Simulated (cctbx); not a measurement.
## Diagnosing a refinement

Cell a = 4.4600 Å, b = 22.9980 Å, c = 4.4210 Å, α = 90.00°, β = 90.00°, γ = 90.00°; space group Cmmm (no. 65). The compound is PrCuSn2Ge.

The data are simulated with cctbx, not measured: synchrotron X-rays, λ = 0.6889 Å, to d = 0.8 Å, 50 % of the full sphere, strongest reflection 20000 counts, noise from counting, a 6 % proportional error and a noise floor of 4 counts (s.d.); no absorption.

An anisotropic refinement with weights 1/σ² prints:

```text
Rint 0.041, 300 unique reflections to 0.80 A
cycle     R1     wR2    GooF  max shift (A)
   1  0.0941  0.2636   4.831   0.00569
   2  0.0354  0.1139   2.088   0.00003
final R1 0.0353 wR2 0.1139 GooF 2.088  parameters 20  data/parameter 15.0
atom        x        y        z      Ueq    occ   su(xyz)  su(Uiso or U11)
Pr1    0.50000  0.17077  0.50000   0.0148  1.000  0.00005  0.0008
Sn1    0.00000  0.21465  0.00000   0.0189  1.000  0.00007  0.0008
Sn2    0.00000  0.44640  0.00000   0.0128  1.000  0.00006  0.0008
Ge1    0.00000  0.05487  0.50000   0.0126  1.000  0.00011  0.0012
Cu1    0.50000  0.39271  0.00000   0.0036  1.000  0.00012  0.0012
difference map: max 3.43 min -2.79 rms 0.48
Q1    0.0000  0.0000  0.5000    2    3.43  1.26 A from Ge1
Q2    0.0000  0.3338  0.5000    4    3.26  0.10 A from Pr1
Q3    0.0000  0.1020  0.0000    4    2.79  0.12 A from Cu1
Q4    0.0000  0.0591  0.5000    4    2.50  0.10 A from Ge1
Q5    0.0000  0.1717  0.0000    4    2.13  0.99 A from Sn1
Q6    0.0000  0.5000  0.0000    2    1.70  1.23 A from Sn2
```

**Question.** Can this result stand? If not, what is the likely fault?

Mend it. The fault: dispersion terms of the wrong wavelength (1.54184 Å). Against the right model at the same level, R1 goes from 0.0186 to 0.0353 and GooF from 0.83 to 2.09, U of Cu1 shrinks from 0.0135 to 0.0036 Å², U of Ge1 shrinks from 0.0177 to 0.0126 Å² and the top difference peak, 3.4 e/Å³, lies 1.26 Å from Ge1. f′ and f″ must be those of the data's wavelength; the error mimics a mistyped heavy atom. The signs are weak, and the output alone doesn't single this fault out.

The compound is PrCuSn2Ge. The right model at the same level gives:

```text
Rint 0.041, 300 unique reflections to 0.80 A
cycle     R1     wR2    GooF  max shift (A)
   1  0.0462  0.1313   2.406   0.00669
   2  0.0186  0.0455   0.834   0.00000
final R1 0.0186 wR2 0.0455 GooF 0.834  parameters 20  data/parameter 15.0
atom        x        y        z      Ueq    occ   su(xyz)  su(Uiso or U11)
Pr1    0.50000  0.17074  0.50000   0.0163  1.000  0.00002  0.0003
Sn1    0.00000  0.21469  0.00000   0.0165  1.000  0.00003  0.0003
Sn2    0.00000  0.44641  0.00000   0.0101  1.000  0.00002  0.0003
Ge1    0.00000  0.05491  0.50000   0.0177  1.000  0.00004  0.0005
Cu1    0.50000  0.39287  0.00000   0.0135  1.000  0.00005  0.0005
difference map: max 1.33 min -1.42 rms 0.26
Q1    0.0000  0.5000  0.0000    2    1.33  1.23 A from Sn2
Q2    0.1729  0.0328  0.5000    8    0.87  0.92 A from Ge1
Q3    0.1474  0.1524  0.0000    8    0.87  1.23 A from Cu1
Q4    0.2082  0.5000  0.0000    4    0.84  1.54 A from Sn2
Q5    0.1218  0.4253  0.0000    8    0.82  0.73 A from Sn2
Q6    0.2149  0.1922  0.0000    8    0.79  1.09 A from Sn1
```

The model is made up (kin elements in a known structure type, no relaxation), so it says nothing on whether the phase exists.

[Middle refinement cycles are left out of these outputs.]

[Logs are printed without paths, hosts, clocks, repeated set-up lines and the standing remarks that a program may print on its own settings, such as how far it seeks lower states.]
